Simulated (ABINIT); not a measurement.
# SnO2 (Imma): bands and cutoff in G0W0 with ABINIT, part 2 of 2

What does each rung of G0W0 on SnO2 (Imma) cost, and what does it buy?

ABINIT 10.8.3; LDA and many-body steps on it, plane waves. Known limits of the many-body steps: not at the basis limit; no spin-orbit coupling; coarse k mesh.

So far. Step 3 (Screening, 2×2×2 mesh, 137 bands, screening to 50.9 eV): Local fields lower ε∞ by 1 %. On a Γ-centred mesh this coarse the value itself is usually too large, while a short band sum pulls it down. Step 4 (137 bands, 50.9 eV): The gap on the mesh goes from 0.48 eV to 2.12 eV, a correction of +1.65 eV.

### Step 6. 174 bands, 67.5 eV

This step: G0W0 on LDA, plane waves, norm-conserving pseudopotentials.

The input, run.abi:

```
acell 3*1.0 Angstrom
rprim 
  -3.248897000000 3.414470000000 3.414021000000
  3.248897000000 -3.414470000000 3.414021000000
  3.248897000000 3.414470000000 -3.414021000000
ntypat 2
znucl 50 8
natom 12
typat 1 1 1 1 2 2 2 2 2 2 2 2
xred 
  0.996401000000 0.246401000000 0.750000000000
  0.003599000000 0.753599000000 0.250000000000
  0.500000000000 0.500000000000 0.500000000000
  0.500000000000 0.000000000000 0.000000000000
  0.193504000000 0.196226000000 0.502722000000
  0.697565000000 0.754060000000 0.943505000000
  0.193504000000 0.690782000000 0.997278000000
  0.310555000000 0.754060000000 0.556495000000
  0.689445000000 0.245940000000 0.443505000000
  0.302435000000 0.245940000000 0.056495000000
  0.806496000000 0.309218000000 0.002722000000
  0.806496000000 0.803774000000 0.497278000000
pp_dirpath "pseudos"
pseudos "Sn.upf, O.upf"
ecut 42
ngkpt 2 2 2
nshiftk 1
shiftk 0 0 0
kptopt 1
chksymbreak 0
istwfk *1
occopt 1
irdwfk 1
optdriver 4
nband 174
gwcalctyp 0
ecutsigx 42
symsigma 1
nkptgw 5
kptgw 
  0.0000000000 0.0000000000 0.0000000000
  0.5000000000 0.0000000000 0.0000000000
  0.0000000000 0.5000000000 0.0000000000
  0.5000000000 0.5000000000 0.0000000000
  0.5000000000 0.5000000000 0.5000000000
bdgw 
  67 70
  67 70
  67 70
  67 70
  67 70
ecuteps 2.48
irdscr 1
ppmodel 1
indata_prefix "in"
outdata_prefix "out"
tmpdata_prefix "tmp"
fftgw 31
```

On the command line:

```sh
OMP_NUM_THREADS=1 mpirun -n 8 abinit run.abi > log
```

Numbers of over 12 decimals in the logs are rounded to 6 here.

Output:

```text
.Version 10.8.3 of ABINIT. v10.8.2 released Aug 2026.

 Symmetries : space group Im m a (# 74); Bravais oI (body-center ortho.)
[... echo of the input left out ...]
== DATASET  1 ==================================================================
-   mpi_nproc: 8, omp_nthreads: 1 (-1 if OMP is not activated)

--- !DatasetInfo
iteration_state: {dtset: 1, }
dimensions: {natom: 12, nkpt: 5, mband: 174, nsppol: 1, nspinor: 1, nspden: 1, mpw: 13326, }
cutoff_energies: {ecut:  42.0, pawecutdg:  -1.0, }
electrons: {nelect:   1.36000000E+02, charge:   0.00000000E+00, occopt:   1.00000000E+00, tsmear:   1.00000000E-02, }

 SIGMA: Calculation of the GW corrections

 Based on a program developped by R.W. Godby, V. Olevano, G. Onida, and L. Reining.
 Incorporated in ABINIT by V. Olevano, G.-M. Rignanese, and M. Torrent.
.Using double precision arithmetic ; gwpc =  8

[... cell and pseudopotentials left out ...]
--------------------------------------------------------------------------------

 ==== K-mesh for the wavefunctions ====
 Number of points in the irreducible wedge :     5
[... list of points left out ...]
 Together with  8 symmetry operations and time-reversal symmetry
 yields     8 points in the full Brillouin Zone.

 ==== Q-mesh for screening function ====
 Number of points in the irreducible wedge :     5
[... list of points left out ...]
 Together with  8 symmetry operations and time-reversal symmetry
 yields     8 points in the full Brillouin Zone.

 vcoul_init : cutoff-mode = AUXILIARY_FUNCTION
 q-points for optical limit:   1
     1)      0.000010    0.000020    0.000030
 setmesh: FFT mesh size selected  =    54x   54x   54
          total number of points  =       157464

 Number of electrons calculated from density =  136.0000; Expected =  136.0000
[...]
--- !SelfEnergy_ee
iteration_state: {dtset: 1, }
kpoint     : [   0.500,    0.000,    0.000, ]
spin       : 1
KS_gap     :    4.278
QP_gap     :    6.107
Delta_QP_KS:    1.829
data: !SigmaeeData |
     Band     E0 <VxcDFT>   SigX SigC(E0)      Z dSigC/dE  Sig(E)    E-E0       E
[...]
--- !SelfEnergy_ee
iteration_state: {dtset: 1, }
kpoint     : [   0.000,    0.500,    0.000, ]
spin       : 1
KS_gap     :    4.257
QP_gap     :    6.219
Delta_QP_KS:    1.962
data: !SigmaeeData |
     Band     E0 <VxcDFT>   SigX SigC(E0)      Z dSigC/dE  Sig(E)    E-E0       E
[...]
--- !SelfEnergy_ee
iteration_state: {dtset: 1, }
kpoint     : [   0.500,    0.500,    0.000, ]
spin       : 1
KS_gap     :    4.275
QP_gap     :    6.246
Delta_QP_KS:    1.971
data: !SigmaeeData |
     Band     E0 <VxcDFT>   SigX SigC(E0)      Z dSigC/dE  Sig(E)    E-E0       E
[...]
--- !SelfEnergy_ee
iteration_state: {dtset: 1, }
kpoint     : [   0.500,    0.500,    0.500, ]
spin       : 1
KS_gap     :    4.877
QP_gap     :    7.003
Delta_QP_KS:    2.125
data: !SigmaeeData |
     Band     E0 <VxcDFT>   SigX SigC(E0)      Z dSigC/dE  Sig(E)    E-E0       E
[...]
69   9.719 -18.452 -13.250  -2.847   0.825  -0.213 -16.510   1.942  11.661
       70   9.720 -18.454 -13.250  -2.847   0.825  -0.213 -16.510   1.944  11.664

 New Fermi energy :        2.436134E-01 Ha ,    6.629058E+00 eV

 === QP Band Gaps ===
  >>>> For spin  1
   Minimum direct gap =   1.9561 [eV], located at k-point      :   0.0000  0.0000  0.0000
   Fundamental gap    =   1.9561 [eV], Top of valence bands at :   0.0000  0.0000  0.0000
                                       Bottom of conduction at :   0.0000  0.0000  0.0000

== END DATASET(S) ==============================================================
================================================================================

 -outvars: echo values of variables after computation  --------
           etotal      0.0000000000E+00
            nband         174
             nkpt           5
          spgroup          74
 [... the other variables as echoed above ...]

 Calculation completed.
```

The job ended after 9.3 s (8 MPI ranks of AMD EPYC 9B45 (Zen 5), shared host; peak memory 3.7 GiB).

This step gave:

| Quantity | Value |
| --- | --- |
| G0W0 gap on the mesh | 1.956 eV |
| starting gap on the mesh | 0.4765 eV |
| k of the valence top | 0, 0, 0 |
| k of the conduction bottom | 0, 0, 0 |
| Z at the valence top | 0.783 |
| Z at the conduction bottom | 0.839 |
| least direct G0W0 gap on the computed points | 1.956 eV |

Against G0W0 in ABINIT (2×2×2 mesh, 137 bands, screening to 50.9 eV, Godby-Needs plasmon pole), the gap moves by −0.166 eV.

### Step 7. Screening, 2×2×2 mesh, 231 bands, screening to 89.8 eV

This step: RPA screening on LDA, plane waves, norm-conserving pseudopotentials.

Edit run.abi of step 6 so:

```diff
@@ -33,23 +33,8 @@
 irdwfk 1
-optdriver 4
-nband 174
-gwcalctyp 0
-ecutsigx 42
-symsigma 1
-nkptgw 5
-kptgw 
-  0.0000000000 0.0000000000 0.0000000000
-  0.5000000000 0.0000000000 0.0000000000
-  0.0000000000 0.5000000000 0.0000000000
-  0.5000000000 0.5000000000 0.0000000000
-  0.5000000000 0.5000000000 0.5000000000
-bdgw 
-  67 70
-  67 70
-  67 70
-  67 70
-  67 70
-ecuteps 2.48
-irdscr 1
-ppmodel 1
+optdriver 3
+nband 231
+ecuteps 3.3
+inclvkb 2
+awtr 1
+symchi 1
 indata_prefix "in"
```

Output:

```text
.Version 10.8.3 of ABINIT. v10.8.2 released Aug 2026.

 Symmetries : space group Im m a (# 74); Bravais oI (body-center ortho.)
[... echo of the input left out ...]
== DATASET  1 ==================================================================
-   mpi_nproc: 8, omp_nthreads: 1 (-1 if OMP is not activated)

--- !DatasetInfo
iteration_state: {dtset: 1, }
dimensions: {natom: 12, nkpt: 5, mband: 231, nsppol: 1, nspinor: 1, nspden: 1, mpw: 13326, }
cutoff_energies: {ecut:  42.0, pawecutdg:  -1.0, }
[...]
--------------------------------------------------------------------------------
[... chi0 elements left out ...]
 For q-point:  0.000010 0.000020 0.000030
  dielectric constant =   8.7899
  dielectric constant without local fields =   9.1113

  Average fulfillment of the sum rule on Im[epsilon] for q-point    1 :     46.91  [%]
[... wings left out ...]
  q-point number  2        q = ( 0.500000, 0.000000, 0.000000) [r.l.u.]
--------------------------------------------------------------------------------
[... chi0 elements left out ...]
  Average fulfillment of the sum rule on Im[epsilon] for q-point    2 :     51.80  [%]

 [... 3 further q-points ...]
```

Run time: 2 min. Hardware: 8 MPI ranks; peak memory 11 GiB; 16 min of CPU time.

This step gave:

| Property | Result |
| --- | --- |
| ε∞ with local fields, on this mesh, along the program's q direction | 8.790 |
| the same without local fields | 9.111 |
| plasma frequency | 35.18 eV |
| plane waves in the screening matrix | 313 |

### Step 8. 231 bands, 89.8 eV

This step: G0W0 on LDA, plane waves, norm-conserving pseudopotentials.

Edit run.abi of step 7 so:

```diff
@@ -33,8 +33,23 @@
 irdwfk 1
-optdriver 3
+optdriver 4
 nband 231
+gwcalctyp 0
+ecutsigx 42
+symsigma 1
+nkptgw 5
+kptgw 
+  0.0000000000 0.0000000000 0.0000000000
+  0.5000000000 0.0000000000 0.0000000000
+  0.0000000000 0.5000000000 0.0000000000
+  0.5000000000 0.5000000000 0.0000000000
+  0.5000000000 0.5000000000 0.5000000000
+bdgw 
+  67 70
+  67 70
+  67 70
+  67 70
+  67 70
 ecuteps 3.3
-inclvkb 2
-awtr 1
-symchi 1
+irdscr 1
+ppmodel 1
 indata_prefix "in"
```

Output:

```text
.Version 10.8.3 of ABINIT. v10.8.2 released Aug 2026.

 Symmetries : space group Im m a (# 74); Bravais oI (body-center ortho.)
[... echo of the input left out ...]
== DATASET  1 ==================================================================
-   mpi_nproc: 8, omp_nthreads: 1 (-1 if OMP is not activated)

--- !DatasetInfo
iteration_state: {dtset: 1, }
dimensions: {natom: 12, nkpt: 5, mband: 231, nsppol: 1, nspinor: 1, nspden: 1, mpw: 13326, }
cutoff_energies: {ecut:  42.0, pawecutdg:  -1.0, }
[...]
Minimum direct gap =   1.9183 [eV], located at k-point      :   0.0000  0.0000  0.0000
   Fundamental gap    =   1.9183 [eV], Top of valence bands at :   0.0000  0.0000  0.0000
                                       Bottom of conduction at :   0.0000  0.0000  0.0000

== END DATASET(S) ==============================================================
================================================================================

 -outvars: echo values of variables after computation  --------
           etotal      0.0000000000E+00
            nband         231
             nkpt           5
          spgroup          74
 [... the other variables as echoed above ...]

 Calculation completed.
```

Elapsed: 17 s, on 8 MPI ranks; peak memory 4.6 GiB.

Numbers from this step:

```yaml
g0w0_gap_on_the_mesh: 1.919 eV
starting_gap_on_the_mesh: 0.4765 eV
k_of_the_valence_top: 0, 0, 0
k_of_the_conduction_bottom: 0, 0, 0
least_direct_g0w0_gap_on_the_computed_points: 1.919 eV
```

Against G0W0 in ABINIT (2×2×2 mesh, 174 bands, screening to 67.5 eV, Godby-Needs plasmon pole), the gap moves by −0.037 eV.

### Step 9. Screening, 2×2×2 mesh, 310 bands, screening to 116.7 eV

This step: RPA screening on LDA, plane waves, norm-conserving pseudopotentials.

Edit run.abi of step 8 so:

```diff
@@ -33,23 +33,8 @@
 irdwfk 1
-optdriver 4
-nband 231
-gwcalctyp 0
-ecutsigx 42
-symsigma 1
-nkptgw 5
-kptgw 
-  0.0000000000 0.0000000000 0.0000000000
-  0.5000000000 0.0000000000 0.0000000000
-  0.0000000000 0.5000000000 0.0000000000
-  0.5000000000 0.5000000000 0.0000000000
-  0.5000000000 0.5000000000 0.5000000000
-bdgw 
-  67 70
-  67 70
-  67 70
-  67 70
-  67 70
-ecuteps 3.3
-irdscr 1
-ppmodel 1
+optdriver 3
+nband 310
+ecuteps 4.29
+inclvkb 2
+awtr 1
+symchi 1
 indata_prefix "in"
```

Output:

```text
.Version 10.8.3 of ABINIT. v10.8.2 released Aug 2026.

 Symmetries : space group Im m a (# 74); Bravais oI (body-center ortho.)
[... echo of the input left out ...]
== DATASET  1 ==================================================================
-   mpi_nproc: 8, omp_nthreads: 1 (-1 if OMP is not activated)

--- !DatasetInfo
iteration_state: {dtset: 1, }
dimensions: {natom: 12, nkpt: 5, mband: 310, nsppol: 1, nspinor: 1, nspden: 1, mpw: 13326, }
cutoff_energies: {ecut:  42.0, pawecutdg:  -1.0, }
[...]
--------------------------------------------------------------------------------
[... chi0 elements left out ...]
 For q-point:  0.000010 0.000020 0.000030
  dielectric constant =   8.7348
  dielectric constant without local fields =   9.1321

  Average fulfillment of the sum rule on Im[epsilon] for q-point    1 :     57.59  [%]
[... wings left out ...]
  q-point number  2        q = ( 0.500000, 0.000000, 0.000000) [r.l.u.]
--------------------------------------------------------------------------------
[... chi0 elements left out ...]
  Average fulfillment of the sum rule on Im[epsilon] for q-point    2 :     62.12  [%]

 [... 3 further q-points ...]
```

It took 3 min on 8 MPI ranks; peak memory 12 GiB; 24 min of CPU time.

Numbers from this step:

```
ε∞ with local fields, on this mesh, along the program's q direction : 8.735
the same without local fields                                       : 9.132
plasma frequency                                                    : 35.18 eV
plane waves in the screening matrix                                 : 425
```

### Step 10. 310 bands, 116.7 eV

This step: G0W0 on LDA, plane waves, norm-conserving pseudopotentials.

Edit run.abi of step 9 so:

```diff
@@ -33,8 +33,23 @@
 irdwfk 1
-optdriver 3
+optdriver 4
 nband 310
+gwcalctyp 0
+ecutsigx 42
+symsigma 1
+nkptgw 5
+kptgw 
+  0.0000000000 0.0000000000 0.0000000000
+  0.5000000000 0.0000000000 0.0000000000
+  0.0000000000 0.5000000000 0.0000000000
+  0.5000000000 0.5000000000 0.0000000000
+  0.5000000000 0.5000000000 0.5000000000
+bdgw 
+  67 70
+  67 70
+  67 70
+  67 70
+  67 70
 ecuteps 4.29
-inclvkb 2
-awtr 1
-symchi 1
+irdscr 1
+ppmodel 1
 indata_prefix "in"
```

Output:

```text
.Version 10.8.3 of ABINIT. v10.8.2 released Aug 2026.

 Symmetries : space group Im m a (# 74); Bravais oI (body-center ortho.)
[... echo of the input left out ...]
== DATASET  1 ==================================================================
-   mpi_nproc: 8, omp_nthreads: 1 (-1 if OMP is not activated)

--- !DatasetInfo
iteration_state: {dtset: 1, }
dimensions: {natom: 12, nkpt: 5, mband: 310, nsppol: 1, nspinor: 1, nspden: 1, mpw: 13326, }
cutoff_energies: {ecut:  42.0, pawecutdg:  -1.0, }
[...]
Minimum direct gap =   1.9144 [eV], located at k-point      :   0.0000  0.0000  0.0000
   Fundamental gap    =   1.9144 [eV], Top of valence bands at :   0.0000  0.0000  0.0000
                                       Bottom of conduction at :   0.0000  0.0000  0.0000

== END DATASET(S) ==============================================================
================================================================================

 -outvars: echo values of variables after computation  --------
           etotal      0.0000000000E+00
            nband         310
             nkpt           5
          spgroup          74
 [... the other variables as echoed above ...]

 Calculation completed.
```

The job ended after 32 s (8 MPI ranks; peak memory 5.8 GiB; 4.2 min of CPU time).

This step gave:

| Property | Result |
| --- | --- |
| G0W0 gap on the mesh | 1.915 eV |
| starting gap on the mesh | 0.4765 eV |
| k of the valence top | 0, 0, 0 |
| k of the conduction bottom | 0, 0, 0 |
| least direct G0W0 gap on the computed points | 1.915 eV |

Against G0W0 in ABINIT (2×2×2 mesh, 231 bands, screening to 89.8 eV, Godby-Needs plasmon pole), the gap moves by −0.004 eV.

### Step 11. Screening, 2×2×2 mesh, 420 bands, screening to 149.7 eV

This step: RPA screening on LDA, plane waves, norm-conserving pseudopotentials.

Edit run.abi of step 10 so:

```diff
@@ -33,23 +33,8 @@
 irdwfk 1
-optdriver 4
-nband 310
-gwcalctyp 0
-ecutsigx 42
-symsigma 1
-nkptgw 5
-kptgw 
-  0.0000000000 0.0000000000 0.0000000000
-  0.5000000000 0.0000000000 0.0000000000
-  0.0000000000 0.5000000000 0.0000000000
-  0.5000000000 0.5000000000 0.0000000000
-  0.5000000000 0.5000000000 0.5000000000
-bdgw 
-  67 70
-  67 70
-  67 70
-  67 70
-  67 70
-ecuteps 4.29
-irdscr 1
-ppmodel 1
+optdriver 3
+nband 420
+ecuteps 5.5
+inclvkb 2
+awtr 1
+symchi 1
 indata_prefix "in"
```

Output:

```text
.Version 10.8.3 of ABINIT. v10.8.2 released Aug 2026.

 Symmetries : space group Im m a (# 74); Bravais oI (body-center ortho.)
[... echo of the input left out ...]
== DATASET  1 ==================================================================
-   mpi_nproc: 8, omp_nthreads: 1 (-1 if OMP is not activated)

--- !DatasetInfo
iteration_state: {dtset: 1, }
dimensions: {natom: 12, nkpt: 5, mband: 420, nsppol: 1, nspinor: 1, nspden: 1, mpw: 13326, }
cutoff_energies: {ecut:  42.0, pawecutdg:  -1.0, }
[...]
--------------------------------------------------------------------------------
[... chi0 elements left out ...]
 For q-point:  0.000010 0.000020 0.000030
  dielectric constant =   8.7175
  dielectric constant without local fields =   9.1433

  Average fulfillment of the sum rule on Im[epsilon] for q-point    1 :     67.63  [%]
[... wings left out ...]
  q-point number  2        q = ( 0.500000, 0.000000, 0.000000) [r.l.u.]
--------------------------------------------------------------------------------
[... chi0 elements left out ...]
  Average fulfillment of the sum rule on Im[epsilon] for q-point    2 :     71.64  [%]

 [... 3 further q-points ...]
```

The job ended after 5.1 min (8 MPI ranks; peak memory 14 GiB; 41 min of CPU time).

Numbers from this step:

| Property | Result |
| --- | --- |
| ε∞ with local fields, on this mesh, along the program's q direction | 8.717 |
| the same without local fields | 9.143 |
| plasma frequency | 35.18 eV |
| plane waves in the screening matrix | 635 |

### Step 12. 420 bands, 149.7 eV

This step: G0W0 on LDA, plane waves, norm-conserving pseudopotentials.

Edit run.abi of step 11 so:

```diff
@@ -33,8 +33,23 @@
 irdwfk 1
-optdriver 3
+optdriver 4
 nband 420
+gwcalctyp 0
+ecutsigx 42
+symsigma 1
+nkptgw 5
+kptgw 
+  0.0000000000 0.0000000000 0.0000000000
+  0.5000000000 0.0000000000 0.0000000000
+  0.0000000000 0.5000000000 0.0000000000
+  0.5000000000 0.5000000000 0.0000000000
+  0.5000000000 0.5000000000 0.5000000000
+bdgw 
+  67 70
+  67 70
+  67 70
+  67 70
+  67 70
 ecuteps 5.5
-inclvkb 2
-awtr 1
-symchi 1
+irdscr 1
+ppmodel 1
 indata_prefix "in"
```

Output:

```text
.Version 10.8.3 of ABINIT. v10.8.2 released Aug 2026.

 Symmetries : space group Im m a (# 74); Bravais oI (body-center ortho.)
[... echo of the input left out ...]
== DATASET  1 ==================================================================
-   mpi_nproc: 8, omp_nthreads: 1 (-1 if OMP is not activated)

--- !DatasetInfo
iteration_state: {dtset: 1, }
dimensions: {natom: 12, nkpt: 5, mband: 420, nsppol: 1, nspinor: 1, nspden: 1, mpw: 13326, }
cutoff_energies: {ecut:  42.0, pawecutdg:  -1.0, }
[...]
Minimum direct gap =   1.9436 [eV], located at k-point      :   0.0000  0.0000  0.0000
   Fundamental gap    =   1.9436 [eV], Top of valence bands at :   0.0000  0.0000  0.0000
                                       Bottom of conduction at :   0.0000  0.0000  0.0000

== END DATASET(S) ==============================================================
================================================================================

 -outvars: echo values of variables after computation  --------
           etotal      0.0000000000E+00
            nband         420
             nkpt           5
          spgroup          74
 [... the other variables as echoed above ...]

 Calculation completed.
```

Run time: 79 s. Hardware: 8 MPI ranks; peak memory 7.9 GiB; 11 min of CPU time.

This step gave:

```yaml
g0w0_gap_on_the_mesh: 1.944 eV
starting_gap_on_the_mesh: 0.4765 eV
k_of_the_valence_top: 0, 0, 0
k_of_the_conduction_bottom: 0, 0, 0
least_direct_g0w0_gap_on_the_computed_points: 1.944 eV
```

Against G0W0 in ABINIT (2×2×2 mesh, 310 bands, screening to 116.7 eV, Godby-Needs plasmon pole), the gap moves by +0.029 eV.

### Step 13. Side by side

Times are wall times on 8 MPI ranks of AMD EPYC 9B45 (Zen 5), shared host, good to a factor of about two. A run's time includes the screening step that it read.

| run | mesh | bands | screening cutoff (eV) | DFT gap (eV) | gap on the mesh (eV) | direct (eV) | ε∞ used | time |
| --- | --- | --- | --- | --- | --- | --- | --- | --- |
| 137 bands, 50.9 eV | 2×2×2 | 137 | 50.9 | 0.476 | 2.122 | 2.122 | 8.88 | 58 s |
| 174 bands, 67.5 eV | 2×2×2 | 174 | 67.5 | 0.476 | 1.956 | 1.956 | 8.91 | 86 s |
| 231 bands, 89.8 eV | 2×2×2 | 231 | 89.8 | 0.476 | 1.919 | 1.919 | 8.79 | 2.2 min |
| 310 bands, 116.7 eV | 2×2×2 | 310 | 116.7 | 0.476 | 1.915 | 1.915 | 8.73 | 3.5 min |
| 420 bands, 149.7 eV | 2×2×2 | 420 | 149.7 | 0.476 | 1.944 | 1.944 | 8.72 | 6.4 min |

### Step 14. Results

- 137 bands, 50.9 eV: 2.122 eV
- 174 bands, 67.5 eV: 1.956 eV
- 231 bands, 89.8 eV: 1.919 eV
- 310 bands, 116.7 eV: 1.915 eV
- 420 bands, 149.7 eV: 1.944 eV
- known limits: not at the basis limit; no spin-orbit coupling; coarse k mesh

**Reading.** From the first rung to the last the gap moves by −0.18 eV for 6.6 times the time. The gap turns back along the series, so no limit is drawn from it. The 2×2×2 mesh is coarse for this cell, which bears on the long-range parts of exchange and screening. The many-body steps are scalar-relativistic: spin-orbit coupling is not in them.

[Paths, hosts, dates, memory and timing lines, banners, echoed tables and standing remarks are left out of the program output.]

[Logs are printed without paths, hosts, clocks, repeated set-up lines and the standing remarks that a program may print on its own settings, such as how far it seeks lower states.]

[Runs of the session that timed out or met a known fault of the program may be left out.]

[Hosts, paths, dates, database ids (printed as entryN), source tags and the programs' standing remarks are cut or masked in the printed files.]

[G0W0 gaps are taken among the corrected bands and points alone; a level outside them can change the order at an edge.]

[Where Ansatz stands beside ABINIT at settings called matched, ABINIT's density can come from a denser mesh and the files from another edition; pairs whose starting gaps differed by over 0.03 eV were left out, so agreement reads better than it is.]
